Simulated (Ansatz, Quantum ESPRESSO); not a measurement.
# 1T-TiS2, 3 layers, AA stacking against a metal electrode: the electrode's level over the Fermi level at a withheld member of a series

Method. Quantum ESPRESSO 7.5, PBE, GBRV ultrasoft. The slab is relaxed neutral under PBE-D3(BJ), then held. ESM with bc3: vacuum below and a metal electrode about 6 Å above the top atoms. Fermi-Dirac smearing of 0.004 Ry and a dense mesh. Charges are set per cell from the starting area. The series steps the charge of the slab (positive: electrons removed).

| charge of the slab | electrode's level over the Fermi level (eV) |
| --- | --- |
| 1 ×10¹³ e/cm² | 6.960 |
| 2 ×10¹³ e/cm² | 8.076 |
| 3 ×10¹³ e/cm² | 9.195 |
| 6 ×10¹³ e/cm² | 12.579 |
| 7 ×10¹³ e/cm² | 13.711 |
| 8 ×10¹³ e/cm² | 14.843 |

**Question.** What is the electrode's level over the Fermi level at 4.5 ×10¹³ e/cm²?

**Worked estimate.** The rows at 3 ×10¹³ e/cm² and 6 ×10¹³ e/cm² give a slope of (12.579 − (9.195))/(6 − (3)) = 1.128, so a straight line gives 10.887 eV. A parabola through these and the row at 2 ×10¹³ e/cm² gives 10.882 eV.

What the calculation gave: 10.884 eV. The line misses by +0.003 and the parabola by −0.002 eV. Both misses are under 5 % of the step from the nearer row.

**Limits.** Vacuum fills the gap; ions don't answer the charge; added electrons can spill towards the electrode at the most negative charges. Charges count on the starting cell, which the relaxation changed by some per cent. Members without a usable value, or on the other side of zero field or charge, are not listed.
